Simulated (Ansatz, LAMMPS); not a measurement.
# Elastic response of glassy 68GeO2-29SrO-3Gd2O3 (mol %) (105 atoms): runs compared

How stiff is glassy 68GeO2-29SrO-3Gd2O3 (mol %) (105 atoms), and how do its levels respond to strain?

Computed with Ansatz 0.2.0: Kohn-Sham DFT, revPBE, PAW (set soft_2), plane waves.

### Step 1. The cell as built

The cell holds 105 atoms: 26 Ge, 11 Sr, 2 Gd and 66 O. Its edges and angles: a = 11.136 Å, b = 11.136 Å, c = 11.136 Å, α = 90.0°, β = 90.0°, γ = 90.0°. 105 atoms (26 Ge, 11 Sr, 2 Gd, 66 O) placed at random at 5.08 g/cm³, melted at 4000 K for 10 ps at fixed volume with the Morse and Coulomb pair potential with partial charges (Pedone, Malavasi, Menziani, Cormack and Segre, J. Phys. Chem. B 110, 11780 (2006)). Quenched from 4000 K to 300 K at 20 K/ps and fixed volume, held 5 ps, then minimised at fixed cell.

Limits known from the start: The quench rate of 20 K/ps is many orders above laboratory rates, so the cell is likely richer in defects and strain than a real sample. The network of bonds at the start is that of the classical potential that made the cell, and needn't be the one that DFT or experiment would give. Without a Hubbard term or exact exchange, open shells on Gd are likely too delocalised. The Brillouin zone is sampled at Γ only. Spin–orbit coupling is left out, which matters for the levels of the heavy elements.

### Step 2. The reference run

The reference is a single point at the end of the relaxation.

Every strained cell starts from the geometry of this run, and its atoms are relaxed with the cell held.

Its input, with most atom lines left out:

```yaml
crystal:
  lattice:
    - [11.31986, 0.05081, -0.15392]
    - [0.05081, 11.43121, -0.04129]
    - [-0.15392, -0.04129, 11.672]
  atoms:
    - { symbol: Ge, position: [0.77144, 0.35157, 0.4413] }
    - { symbol: Ge, position: [0.59131, 0.44048, 0.85267] }
    - { symbol: Ge, position: [0.09621, 0.55958, 0.79953] }
    - { symbol: Ge, position: [0.52789, 0.60516, 0.60867] }
    - { symbol: Ge, position: [0.94423, 0.0536, 0.51142] }
    - { symbol: Ge, position: [0.84586, 0.36179, 0.73484] }
    - { symbol: Ge, position: [0.63803, 0.94054, 0.86644] }
    [... atom lines 8 to 105 left out ...]
magnetization:
  spin_polarized: true
kpoints:
  mp_grid: { grid: [1, 1, 1] }
hamiltonian:
  xc: revpbe
scf:
  occupations: { method: fermi_dirac, width: 0.05 }
  lower_state_search: "off"
output:
  forces: true
  stress: true
  populations: true
  dos:
    method: { smearing: { sigma: 0.1 } }
    de: 0.1
    projected: { site_lists: { Gd: [Gd], Ge: [Ge], O: [O], Sr: [Sr] } }
  eigenvalues: true
  write_density: true
  write_potential: true
  volumetric_format: npy
```

| Item | Value |
| --- | --- |
| free energy per atom | -1972.1192 eV/atom |
| r.m.s. force component | 0.01049 eV/Å |
| pressure | -0.002796 GPa |
| total moment | -2.00e-10 μB |

Filled and empty levels are parted by 1.95 eV (at Γ alone); a semilocal functional tends to put such gaps too low. In a disordered cell it changes from sample to sample, and tail or defect levels can set it.

### Step 3. The runs

Each row is one run, on 4 threads of Intel Xeon 6975P-C (Granite Rapids), shared host. The free energy is the program's total, comparable only between runs with the same functional, potentials and atoms.

| run | atoms | outcome | ionic steps, all passes | free energy (eV) | time | host memory (GiB) |
| --- | --- | --- | --- | --- | --- | --- |
| Single point at the start | 105 | converged | - | -207059.922 | 50 s | 3.9 |
| Cell and atoms relaxed | 105 | converged | 49 | -207072.512 | 19 min | 4.3 |
| Single point at the relaxed geometry | 105 | converged | - | -207072.512 | 69 s | 4.3 |
| Volume -3 % | 105 | converged | 5 | -207072.213 | 3.5 min | 4.2 |
| Volume +3 % | 105 | converged | 9 | -207072.294 | 4.8 min | 4.4 |
| Volume -6 % | 105 | converged | 11 | -207071.310 | 5.2 min | 4.1 |
| Volume +6 % | 105 | converged | 24 | -207071.866 | 11 min | 4.5 |
| Volume -10 % | 105 | converged | 18 | -207069.198 | 8 min | 3.9 |
| Stretched by 1 % along x | 105 | converged | 4 | -207072.471 | 2.2 min | 4.4 |

In some runs the program notes that the SCF threshold is loose for the stress.

### Step 4. Pressure against volume

Atoms are relaxed at each volume, in the scaled cell.

| volume change (%) | volume (Å³/atom) | energy change (meV/atom) | pressure (GPa) | largest move on relaxing (Å) | bonds | gap (eV) |
| --- | --- | --- | --- | --- | --- | --- |
| -10 | 12.943 | 31.56 | 6.90 | 1.01 | 227 | 2.29 |
| -6 | 13.518 | 11.44 | 4.42 | 0.22 | 217 | 2.13 |
| -3 | 13.950 | 2.85 | 2.17 | 0.08 | 214 | 2.04 |
| +0 | 14.381 | 0.00 | 0.00 | - | 209 | 1.95 |
| +3 | 14.813 | 2.07 | -1.59 | 0.17 | 206 | 1.91 |
| +6 | 15.244 | 6.15 | -2.11 | 0.51 | 198 | 1.94 |

### Step 5. Uniaxial strain and shear

Stress (GPa, compression positive) less that of the relaxed cell, atoms relaxed:

| strain | xx | yy | zz | xy | energy change (meV/atom) |
| --- | --- | --- | --- | --- | --- |
| stretched by 1 % along x | -0.859 | -0.380 | -0.372 | -0.031 | 0.39 |

### Step 6. What came out

The bulk modulus, from the slope of pressure against ln V over the three points nearest the relaxed volume, is 62.6 GPa; between neighbouring points the slope runs 57, 72, 71, 54 and 18 GPa from the smallest volume up, without a steady fall, so no pressure derivative is given. The count of bonds runs from 198 to 227 over the series, so at some points contacts cross the cutoffs. At -10 % and +6 % some atom moved by over 0.5 Å on relaxing, so those points may sit in another local minimum. The gap goes from 2.29 eV at the smallest volume to 1.94 eV at the largest, -2.3 eV per unit of ln V by a straight line, not monotonically (lowest 1.91, highest 2.29 eV), on the run's k-points.

Caveats: Strains are finite and relaxations stop at the force tolerance of the input, which can leave moduli too stiff; they are those of a static cell at zero temperature. Volumes are changed with the cell's shape held, so in an anisotropic solid the modulus lies over the one under free hydrostatic load. The program notes that the SCF threshold of the relaxations is loose for the stress. In the spin-polarised runs the search for a state of lower energy was switched off. The run was spin polarised, started with 1 moments up and 1 down in a pattern of our own, ending at 0.0 μB in the cell; that starting order needn't be the real material's, and it bears on forces, charges and levels.

The DFT runs together took 56 min of wall time.

[Logs are printed without paths, hosts, clocks, repeated set-up lines and the standing remarks that a program may print on its own settings, such as how far it seeks lower states.]

[Hosts, paths, dates, database ids (printed as entryN), source tags and the programs' standing remarks are cut or masked in the printed files.]
